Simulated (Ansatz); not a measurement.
## Structural relaxation of amorphous Si (169 atoms)

Wanted: the relaxed structure of amorphous Si (169 atoms) and its electronic structure.

Program: Ansatz 0.2.0. Level of theory: Kohn-Sham DFT, PBE, PAW (set soft_2), plane waves. Values are calculated unless marked as measured.

**What experiment says.** Si-Si coordination number quoted from the high-resolution X-ray diffraction study of Laaziri et al (as quoted in “Relationship between diffraction peak, network topology, and amorphous-forming ability in silicon and silica”, 2021, PMC8590056): number of Si about Si 3.9.

## (1) Set-up

The cell holds 169 atoms: 169 Si. Its edges and angles: a = 15.165 Å, b = 15.165 Å, c = 15.165 Å, α = 90.0°, β = 90.0°, γ = 90.0°. 169 atoms (169 Si) placed at random at 2.26 g/cm³, melted at 2500 K for 20 ps at fixed volume with the modified Tersoff potential (Kumagai, Izumi, Hara and Sakai, Comput. Mater. Sci. 39, 457 (2007)). Quenched from 2500 K to 300 K at 20 K/ps and fixed volume, held 5 ps. The density is a measured one.

Limits known from the start: The quench rate of 20 K/ps is orders of magnitude faster than experiment, which tends to freeze in extra defects. The network of bonds at the start is that of the classical potential that made the cell. Only the Γ point is sampled, in a cell whose shortest periodic width is 15 Å.

## (2) Single point at the start

The forces at the start show how far the geometry lies from a minimum of this functional.

input.yaml

```yaml
crystal:
  lattice:
    - [15.1647, 0.0, 0.0]
    - [0.0, 15.1647, 0.0]
    - [0.0, 0.0, 15.1647]
  atoms:
    - { symbol: Si, position: [0.96138, 0.88831, 0.32436] }
    - { symbol: Si, position: [0.33305, 0.9789, 0.30183] }
    - { symbol: Si, position: [0.1684, 0.52752, 0.68744] }
    - { symbol: Si, position: [0.72457, 0.7981, 0.50002] }
    - { symbol: Si, position: [0.42802, 0.61947, 0.8501] }
    - { symbol: Si, position: [0.49275, 0.37979, 0.9342] }
    - { symbol: Si, position: [0.60462, 0.02234, 0.47352] }
    - { symbol: Si, position: [0.52825, 0.45468, 0.36311] }
    - { symbol: Si, position: [0.25767, 0.87943, 0.64212] }
    - { symbol: Si, position: [0.18579, 0.27277, 0.02843] }
    - { symbol: Si, position: [0.89571, 0.51712, 0.04961] }
    - { symbol: Si, position: [0.60873, 0.68434, 0.69558] }
    - { symbol: Si, position: [0.73208, 0.3179, 0.4452] }
    - { symbol: Si, position: [0.14451, 0.12108, 0.31771] }
    - { symbol: Si, position: [0.9374, 0.66258, 0.10091] }
    - { symbol: Si, position: [0.85828, 0.52528, 0.70427] }
    - { symbol: Si, position: [0.34243, 0.17963, 0.41096] }
    - { symbol: Si, position: [0.35735, 0.02762, 0.44414] }
    - { symbol: Si, position: [0.03013, 0.34713, 0.583] }
    - { symbol: Si, position: [0.46623, 0.71885, 0.96478] }
    - { symbol: Si, position: [0.90785, 0.47629, 0.29687] }
    - { symbol: Si, position: [0.54792, 0.98567, 0.88105] }
    - { symbol: Si, position: [0.76585, 0.40888, 0.8797] }
    - { symbol: Si, position: [0.64274, 0.58689, 0.9924] }
    - { symbol: Si, position: [0.76066, 0.51949, 0.31749] }
    - { symbol: Si, position: [0.92612, 0.4724, 0.56424] }
    - { symbol: Si, position: [0.38182, 0.24483, 0.71625] }
    - { symbol: Si, position: [0.84242, 0.68951, 0.885] }
    - { symbol: Si, position: [0.14663, 0.87525, 0.44614] }
    - { symbol: Si, position: [0.17943, 0.1755, 0.8287] }
    - { symbol: Si, position: [0.99196, 0.88963, 0.47787] }
    - { symbol: Si, position: [0.59651, 0.7245, 0.54396] }
    [... 131 atom lines left out ...]
    - { symbol: Si, position: [0.31906, 0.06837, 0.17823] }
    - { symbol: Si, position: [0.72675, 0.95651, 0.25735] }
    - { symbol: Si, position: [0.79449, 0.15841, 0.79393] }
    - { symbol: Si, position: [0.21191, 0.94321, 0.78073] }
    - { symbol: Si, position: [0.59947, 0.12857, 0.3612] }
    - { symbol: Si, position: [0.36995, 0.27006, 0.56282] }
kpoints:
  mp_grid: { grid: [1, 1, 1] }
hamiltonian:
  xc: pbe
scf:
  occupations: { method: gaussian, width: 0.025 }
output:
  forces: true
  stress: true
  populations: true
  dos:
    method: { smearing: { sigma: 0.1 } }
    de: 0.1
    projected: { site_lists: { Si: [Si] } }
  eigenvalues: true
```

On the command line:

```
$ ansatz run input.yaml --threads 4 --pin off --max-ram 8192MiB --backend cpu --events-out ev --progress --plain --runs-dir out
```

What it wrote:

```text
Engine: ansatz 0.2.0, aarch64-unknown-linux-gnu
Pseudopotentials: kind: paw
Pseudopotential: Si, paw, valence charge 4, recommended cutoff 420 eV (normal), Si.paw.azcp
[... 5 lines on functional and potentials left out ...]
Crystal: 169 atoms, lattice volume = 3487.398 Å³
Basis set: ecut = 420 eV, 68243 PW (Γ), exchange–correlation on 216×216×216 points (8 copies of the dense FFT grid, shifted against one another)
Bands: 507, of which v1, the nominal top of the filled ones, is band 338 counted from 1 (337 counted from 0)
Symmetry: 1 space group operations
Space group: P1 (ITA 1), of the structure as read, at distance tolerance 1.5e-4 Å
k-points: 1
[... 3 lines on functional and potentials left out ...]
Initial density: superposition of atomic densities (neutral atoms: chi_scale 0, normalization atom), corrected by the library's trained network
Initial wavefunctions: pseudopotential atomic-orbital guess
Functional: x = pbe(κ = 0.804, μ = 0.219515), c = pbe(β = 0.066725)
SCF iter   1: F=—  HF=-107401.875628 eV  |F-HF|=—  |Δ(HF+E_count)|=         —  Δρ=3.60e-3  dr2=1.79e0  ethr=1.77e-3  ⟨swp⟩=6.0  Hψ=2351  notcnv=0  defer=83
preconditioner: auto → Resta (q_TF=auto, 2.076 Å⁻¹)  ε∞=5.7  [insulator: Δε(μ)=0.077 eV  Ē_g=7.510 eV  σ=0.025 eV  W_gap=0.97  n_scr=514 (ndim 8)  ℏωp=16.3 eV  f_vac=0.005  D(μ)=8.47/eV (n_scr^D=18)  ε∞_Penn≈5.7]
SCF iter   2: F=—  HF=-107401.700665 eV  |F-HF|=—  |Δ(HF+E_count)|=   1.75e-1  Δρ=1.84e-3  dr2=2.62e-1  ethr=2.65e-4  ⟨swp⟩=2.0  Hψ=590  notcnv=0  defer=128
SCF iter   3: F=—  HF=-107401.675695 eV  |F-HF|=—  |Δ(HF+E_count)|=   2.50e-2  Δρ=5.09e-4  dr2=2.34e-2  ethr=3.88e-5  ⟨swp⟩=3.0  Hψ=667  notcnv=0  defer=160
SCF iter   4: F=—  HF=-107401.678828 eV  |F-HF|=—  |Δ(HF+E_count)|=   3.13e-3  Δρ=1.97e-4  dr2=5.89e-3  ethr=3.46e-6  ⟨swp⟩=3.0  Hψ=731  notcnv=0  defer=160
SCF iter   5: F=—  HF=-107401.680184 eV  |F-HF|=—  |Δ(HF+E_count)|=   1.36e-3  Δρ=7.55e-5  dr2=1.28e-3  ethr=8.71e-7  ⟨swp⟩=3.0  Hψ=699  notcnv=0  defer=160
SCF iter   6: F=—  HF=-107401.680573 eV  |F-HF|=—  |Δ(HF+E_count)|=   3.89e-4  Δρ=3.22e-5  dr2=2.19e-4  ethr=1.89e-7  ⟨swp⟩=3.0  Hψ=652  notcnv=0  defer=160
SCF iter   7: F=—  HF=-107401.680630 eV  |F-HF|=—  |Δ(HF+E_count)|=   5.78e-5  Δρ=1.35e-5  dr2=4.00e-5  ethr=3.24e-8  ⟨swp⟩=2.0  Hψ=527  notcnv=0  defer=160
SCF iter   8: F=—  HF=-107401.682185 eV  |F-HF|=—  |Δ(HF+E_count)|=   1.55e-3  Δρ=5.43e-6  dr2=5.37e-6  ethr=5.91e-9  ⟨swp⟩=2.0  Hψ=687  notcnv=0  defer=160
SCF iter   9: F=—  HF=-107401.682188 eV  |F-HF|=—  |Δ(HF+E_count)|=   2.92e-6  Δρ=1.97e-6  dr2=5.70e-7  ethr=7.95e-10  ⟨swp⟩=2.0  Hψ=560  notcnv=0  defer=160
SCF iter  10: F=-107401.682188 eV  HF=-107401.682188 eV  |F-HF|=3.59e-8  |Δ(HF+E_count)|=   5.12e-7  Δρ=7.07e-7  dr2=8.01e-8  ethr=1.48e-11  ⟨swp⟩=20.0  Hψ=3246  notcnv=0
SCF 1 converged in 10 iterations: F = -107401.682188 eV  dr2 = 8.01e-8
  greatest PAW one-centre occupation: 0.676 electrons in one spin orbital (limit 2), on the Si atom at site 88 (counted from 0), in its partial waves of l = 0
SCF converged after 10 iterations
Free energy (F): -107401.682188 eV
Harris-Foulkes:  -107401.682188 eV  (|F-HF|=3.59e-8)
Internal energy: -107401.674171 eV  (E = F + TS)
E sigma→0 (E₀):  -107401.678180 eV
Entropy (-TS):   -0.008017 eV (-0.047 meV/atom)
Fermi energy:    6.111358 eV
--- Per-component energies (eV) ---
  E_band       = 640.040580
  E_kinetic    = 6746.264903
  E_local      = -6108.974441  (includes V_loc(G=0)·N_el)
  E_nonlocal   = 4366.687228
  E_hartree    = 1944.987565
  E_xc         = -9298.448051
  E_vxc        = -7860.363550  (∫ρ·V_xc dr)
  E_paw        = -86633.131339  (= ΣΔE_a)
  E_vpaw       = -393.548606  (= ΣTr[D̂ρ^β])
  E_aug_tail   = 0.001079  (compensation charges beyond the density's cutoff)
  E_ewald      = -18419.061115
  E_smearing   = -0.008017  (= −TS)
  E_closure    = -0.000000  (closes the sum)
  Σ components = -107401.682188   (vs F -107401.682188, Δ=0.00e0)
--- Forces (eV/Å), atoms counted from 1 ---
  atom   1  Si    -0.57588497    -0.74644245    -0.04875815
  atom   2  Si     0.35831516    -0.81647814    -0.14075316
  atom   3  Si    -0.10750681    -0.46078995    -1.06136246
  atom   4  Si    -0.08375956     0.19395783    -0.07533520
  atom   5  Si    -0.47698789     0.10196755     0.29297250
  atom   6  Si    -0.21629859     0.33515320    -0.47222222
  atom   7  Si     0.64409651    -0.74458492     0.19522009
  atom   8  Si     0.45074337    -0.02627664     1.11645784
  atom   9  Si     0.06550819    -0.86733684     0.83149127
  atom  10  Si    -0.29887334    -0.05187222     0.11315890
  atom  11  Si     0.44407535     0.43749583    -0.20829062
  atom  12  Si     0.40572970     0.35259292    -0.18223979
  atom  13  Si     0.78120328    -0.02184561    -0.08376444
  atom  14  Si    -0.65197696     0.16715568     0.09740252
[...]
atom 168  Si    -0.17308446    -0.30456201    -0.33253201
  atom 169  Si     0.02062332     0.14491430    -0.74510098
  max |Σ_I F_I| component: 2.89e-5 eV/Å
--- Stress (GPa, compression-positive) ---
        0.110753       0.253259      -0.254892
        0.253259       0.169639       0.057393
       -0.254892       0.057393      -0.103144
  P = ⅓ Tr σ = 0.0591 GPa (0.591 kbar)
--- Band table (eV) ---
  k-point 0: bands = ["-6.2815", "-5.8822", "-5.8010", "-5.6449", [... 491 levels ...], "9.9767", "9.9906", "10.0015", "10.0208", "10.0303", "10.0688", "10.0973", "10.1063", "10.1132", "10.1469", "10.1595", "10.1888"]
--- Löwdin populations: 169 sites ---
  site symbol       q [e]
     0     Si      3.9385
     1     Si      3.9621
     2     Si      3.9874
[...]
168     Si      3.9742
  spilling = 0.011821 (of n_electrons = 676.000000)
```

The job ended after 93 s (4 threads of Arm Neoverse V1, shared host; peak memory 4.5 GiB; 6.1 min of CPU time).

Read from the output:

```yaml
free_energy: -107401.6822 eV
free_energy_per_atom: -635.5129 eV/atom
scf_cycles: 10
pressure: 0.05908 GPa
r_m_s_force_component: 0.4557 eV/Å
longest_force: 1.576 eV/Å
fermi_energy: 6.111 eV
levels_partly_filled_by_over_2_per_cent: 2
spilling_of_the_projection: 0.01182
```

The r.m.s. force component of 0.46 eV/Å and the pressure of 0.059 GPa set the starting point.

Neighbours are counted within 2.98 Å (Si-Si).

Length of the force by element and coordination:

| element | coordination | atoms | mean length of the force (eV/Å) | spread | least | most |
| --- | --- | --- | --- | --- | --- | --- |
| Si | all | 169 | 0.729 | 0.303 | 0.106 | 1.58 |
| Si | 3 | 1 | 1.16 | 0 | 1.16 | 1.16 |
| Si | 4 | 131 | 0.734 | 0.304 | 0.106 | 1.58 |
| Si | 5 | 31 | 0.703 | 0.307 | 0.215 | 1.30 |
| Si | 6 | 6 | 0.669 | 0.228 | 0.228 | 0.929 |

## (3) Relaxation

With the cell held, the atoms are moved downhill towards a nearby minimum.

input.yaml, the sections that differ from step 2:

```yaml
output:
  forces: true
relax:
  f_tol: 0.05
  max_steps: 107
# crystal, kpoints, hamiltonian, scf: as in step 2
```

What it wrote:

```text
[...]
Crystal: 169 atoms, lattice volume = 3487.398 Å³
Basis set: ecut = 420 eV, 68243 PW (Γ), exchange–correlation on 216×216×216 points (8 copies of the dense FFT grid, shifted against one another)
Bands: 507, of which v1, the nominal top of the filled ones, is band 338 counted from 1 (337 counted from 0)
Symmetry: 1 space group operations
[...]
k-points: 1
[...]
SCF iter   1: F=—  HF=-107401.875626 eV  |F-HF|=—  |Δ(HF+E_count)|=         —  Δρ=3.60e-3  dr2=1.79e0  ethr=1.77e-3  ⟨swp⟩=6.0  Hψ=2351  notcnv=0  defer=83
[...]
SCF iter   7: F=-107401.682158 eV  HF=-107401.682171 eV  |F-HF|=1.31e-5  |Δ(HF+E_count)|=   9.36e-5  Δρ=1.36e-5  dr2=3.99e-5  ethr=9.25e-9  ⟨swp⟩=3.0  Hψ=1375  notcnv=0
SCF 1 converged in 7 iterations: F = -107401.682158 eV  dr2 = 3.99e-5
[...]
relax step   1: F+E_penalty+E_count = -107401.68215778 eV  Δ(F+E_penalty+E_count) = +0.000e0 eV  max|allowed force component| = 1.572e0 eV/Å  Δτ_max = 0.0000 Å  (7 SCF iters, dr2 threshold 6.25e-5 eV, accepted)
[...]
relax step   2: F+E_penalty+E_count = -107407.20939748 eV  Δ(F+E_penalty+E_count) = -5.527e0 eV  max|allowed force component| = 6.885e-1 eV/Å  Δτ_max = 0.1936 Å  (6 SCF iters, dr2 threshold 1.00e-4 eV, accepted)
[...]
relax step   3: F+E_penalty+E_count = -107408.51117821 eV  Δ(F+E_penalty+E_count) = -1.302e0 eV  max|allowed force component| = 4.597e-1 eV/Å  Δτ_max = 0.1974 Å  (6 SCF iters, dr2 threshold 2.96e-5 eV, accepted)
relax step   4: F+E_penalty+E_count = -107408.93173347 eV  Δ(F+E_penalty+E_count) = -4.206e-1 eV  max|allowed force component| = 2.706e-1 eV/Å  Δτ_max = 0.2000 Å  (6 SCF iters, dr2 threshold 4.05e-5 eV, accepted)
relax step   5: F+E_penalty+E_count = -107409.18918377 eV  Δ(F+E_penalty+E_count) = -2.575e-1 eV  max|allowed force component| = 4.083e-1 eV/Å  Δτ_max = 0.1953 Å  (6 SCF iters, dr2 threshold 2.54e-5 eV, accepted)
relax step   6: F+E_penalty+E_count = -107409.33901180 eV  Δ(F+E_penalty+E_count) = -1.498e-1 eV  max|allowed force component| = 1.405e-1 eV/Å  Δτ_max = 0.2000 Å  (6 SCF iters, dr2 threshold 5.78e-5 eV, accepted)
relax step   7: F+E_penalty+E_count = -107409.39092732 eV  Δ(F+E_penalty+E_count) = -5.192e-2 eV  max|allowed force component| = 1.099e-1 eV/Å  Δτ_max = 0.1002 Å  (8 SCF iters, accepted)
relax step   8: F+E_penalty+E_count = -107409.41692831 eV  Δ(F+E_penalty+E_count) = -2.600e-2 eV  max|allowed force component| = 7.103e-2 eV/Å  Δτ_max = 0.0514 Å  (7 SCF iters, accepted)
[...]
relax step   9: F+E_penalty+E_count = -107409.42637407 eV  Δ(F+E_penalty+E_count) = -9.446e-3 eV  max|allowed force component| = 4.198e-2 eV/Å  Δτ_max = 0.0435 Å  (7 SCF iters, accepted)
SCF converged after 7 iterations
Free energy (F): -107409.426374 eV
[...]
Internal energy: -107409.425024 eV  (E = F + TS)
E sigma→0 (E₀):  -107409.425699 eV
Entropy (-TS):   -0.001350 eV (-0.008 meV/atom)
Fermi energy:    6.060891 eV
[...]
--- Forces (eV/Å), atoms counted from 1 ---
  atom   1  Si     0.00792804     0.00647748     0.00216879
  atom   2  Si     0.00878710     0.00806059    -0.00095921
  atom   3  Si    -0.00379475    -0.00424143     0.00932337
  atom   4  Si    -0.00802913    -0.00083771    -0.00374776
  atom   5  Si     0.01184371     0.00161948    -0.00015560
  atom   6  Si     0.00323529    -0.00105181     0.00094469
  atom   7  Si     0.00548274     0.00177672     0.00177760
  atom   8  Si    -0.00895685    -0.00109516     0.00503490
  atom   9  Si     0.00479042    -0.00563293     0.00012228
  atom  10  Si    -0.00963166     0.00964365     0.00999118
  atom  11  Si     0.00203947     0.00208051    -0.00395054
  atom  12  Si    -0.00043654    -0.00242427     0.00289556
  atom  13  Si    -0.00843398    -0.00317087    -0.00712399
  atom  14  Si    -0.00664762    -0.00218699     0.00454384
[...]
atom 168  Si    -0.00606874     0.00928466     0.00954712
  atom 169  Si     0.00393254     0.00860011     0.01014964
  max |Σ_I F_I| component: 1.67e-5 eV/Å
--- Relaxed structure (9 steps of the walk, 9 accepted, 0 SCFs on fresh bases) ---
  F+E_penalty+E_count = -107409.42637407 eV   max|allowed force component| = 4.198e-2 eV/Å
  atoms:
    - { symbol: Si, position: [0.947538, 0.871541, 0.327768] }
    - { symbol: Si, position: [0.324827, 0.971129, 0.299002] }
    - { symbol: Si, position: [0.165775, 0.514976, 0.676866] }
    - { symbol: Si, position: [0.720442, 0.797608, 0.488742] }
[...]
- { symbol: Si, position: [0.369457, 0.269213, 0.556433] }
```

Run time: 5.3 min. Hardware: 4 threads; peak memory 4.4 GiB; 21 min of CPU time.

Step by step:

| step | energy less that of the first step (eV) | largest force component (eV/Å) |
| --- | --- | --- |
| 1 | 0.0000 | 1.5719 |
| 2 | -5.5272 | 0.6885 |
| 3 | -6.8290 | 0.4597 |
| 4 | -7.2496 | 0.2706 |
| 5 | -7.5070 | 0.4083 |
| 6 | -7.6569 | 0.1405 |
| 7 | -7.7088 | 0.1099 |
| 8 | -7.7348 | 0.0710 |
| 9 | -7.7442 | 0.0420 |

The atoms that moved most (Å):

| atom | dx | dy | dz | length |
| --- | --- | --- | --- | --- |
| Si64 | -0.236 | 0.477 | -0.281 | 0.602 |
| Si158 | -0.429 | 0.148 | -0.335 | 0.564 |
| Si106 | 0.117 | 0.364 | -0.294 | 0.482 |
| Si51 | 0.200 | 0.394 | -0.185 | 0.479 |
| Si43 | 0.358 | 0.256 | 0.182 | 0.476 |
| Si67 | 0.020 | -0.432 | 0.123 | 0.450 |
| Si113 | -0.101 | -0.180 | -0.392 | 0.443 |
| Si142 | 0.280 | 0.326 | -0.098 | 0.441 |

The relaxation changed the energy by -45.8 meV/atom, and atoms moved by 0.23 Å r.m.s., 0.60 Å at most.

## (4) Distances and neighbours after relaxation

Bonds before and after, by the cutoffs listed below:

| pair | bonds before | bonds after | mean before (Å) | mean after (Å) | spread before (Å) | spread after (Å) |
| --- | --- | --- | --- | --- | --- | --- |
| Si-Si | 347 | 342 | 2.405 | 2.395 | 0.087 | 0.064 |

Density 2.26 g/cm³, 20.64 Å³ an atom.

Pair distribution function in bins of 0.1 Å:

| r (Å) | total |
| --- | --- |
| 2.15 | 0.00 |
| 2.25 | 0.11 |
| 2.35 | 7.50 |
| 2.45 | 3.39 |
| 2.55 | 0.45 |
| 2.65 | 0.14 |
| 2.75 | 0.03 |
| 2.85 | 0.12 |
| 2.95 | 0.11 |
| 3.05 | 0.10 |
| 3.15 | 0.23 |
| 3.25 | 0.32 |
| 3.35 | 0.62 |
| 3.45 | 0.88 |
| 3.55 | 1.14 |
| 3.65 | 1.68 |
| 3.75 | 1.89 |
| 3.85 | 2.03 |
| 3.95 | 1.76 |
| 4.05 | 1.67 |
| 4.15 | 1.14 |
| 4.25 | 1.18 |
| 4.35 | 0.85 |
| 4.45 | 0.79 |
| 4.55 | 0.80 |
| 4.65 | 0.81 |
| 4.75 | 0.64 |
| 4.85 | 0.67 |
| 4.95 | 0.71 |
| 5.05 | 0.88 |
| 5.15 | 0.95 |
| 5.25 | 0.78 |
| 5.35 | 0.90 |
| 5.45 | 1.05 |
| 5.55 | 1.24 |
| 5.65 | 1.19 |
| 5.75 | 1.32 |
| 5.85 | 1.15 |
| 5.95 | 1.02 |
| 6.05 | 1.16 |
| 6.15 | 0.87 |
| 6.25 | 0.88 |
| 6.35 | 0.81 |
| 6.45 | 0.84 |

Bonds by pair of elements; cutoffs follow the first minimum of g(r), held within bounds set by covalent radii, and pairs that aren't listed don't count as bonded:

| pair A-B | cutoff (Å) | bonds | mean length (Å) | spread (Å) | shortest (Å) | B about A | A about B |
| --- | --- | --- | --- | --- | --- | --- | --- |
| Si-Si | 2.77 | 342 | 2.40 | 0.064 | 2.30 | 4.05 | 4.05 |

How many atoms have how many bonded neighbours:

| element | mean | 3 | 4 | 5 |
| --- | --- | --- | --- | --- |
| Si | 4.05 | 6 | 149 | 14 |

Bond angles, per cent of each kind in bins of 5°:

| angle (°) | Si-Si-Si |
| --- | --- |
| 55–60 | 0.1 |
| 60–65 | 0.2 |
| 65–70 | 0.1 |
| 70–75 | 0.2 |
| 75–80 | 1.1 |
| 80–85 | 2.5 |
| 85–90 | 3.1 |
| 90–95 | 8.1 |
| 95–100 | 10.6 |
| 100–105 | 14.2 |
| 105–110 | 16.3 |
| 110–115 | 15.0 |
| 115–120 | 10.3 |
| 120–125 | 6.9 |
| 125–130 | 5.7 |
| 130–135 | 1.9 |
| 135–140 | 1.3 |
| 140–145 | 0.8 |
| 145–150 | 0.5 |
| 150–155 | 0.3 |
| 155–160 | 0.3 |
| 160–165 | 0.1 |
| 165–170 | 0.0 |
| 170–175 | 0.3 |
| 175–180 | 0.1 |

Bond angles (no mean is given where the spread exceeds 20°):

| angle | count | mean (°) | spread (°) |
| --- | --- | --- | --- |
| Si-Si-Si | 1052 | 109 | 14.3 |

Bond length by coordination (bonds to H left out):

| element | coordination | atoms | mean bond length (Å) |
| --- | --- | --- | --- |
| Si | 3 | 6 | 2.42 |
| Si | 4 | 149 | 2.38 |
| Si | 5 | 14 | 2.48 |

Rings of the network by King's shortest-path rule, up to 12 atoms, one path for each pair of neighbours; H, halogens, alkali and alkaline-earth atoms are left out:

| ring size (atoms) | rings | per network atom |
| --- | --- | --- |
| 3 | 1 | 0.006 |
| 4 | 14 | 0.083 |
| 5 | 92 | 0.544 |
| 6 | 113 | 0.669 |
| 7 | 75 | 0.444 |
| 8 | 20 | 0.118 |

The first peak of g(r) lies near 2.4 Å. By these cutoffs 88 % of Si atoms have 4 bonded neighbours. The Si-Si-Si angle averages 109° with a spread of 14°. Bonds at Si atoms with 3 neighbours average 2.42 Å, against 2.48 Å at those with 5. Rings of 6 atoms are the most common (36 % of those counted); sizes run from 3 to 8.

(Continued in part 2 of 2.)

[Long decimals in the printed logs are rounded to 6 places.]

[Logs are printed without paths, hosts, clocks, repeated set-up lines and the standing remarks that a program may print on its own settings, such as how far it seeks lower states.]

[Hosts, paths, dates, database ids (printed as entryN), source tags and the programs' standing remarks are cut or masked in the printed files.]

[A walk said to have stopped at its limit may instead have ended on an SCF cycle that didn't converge.]
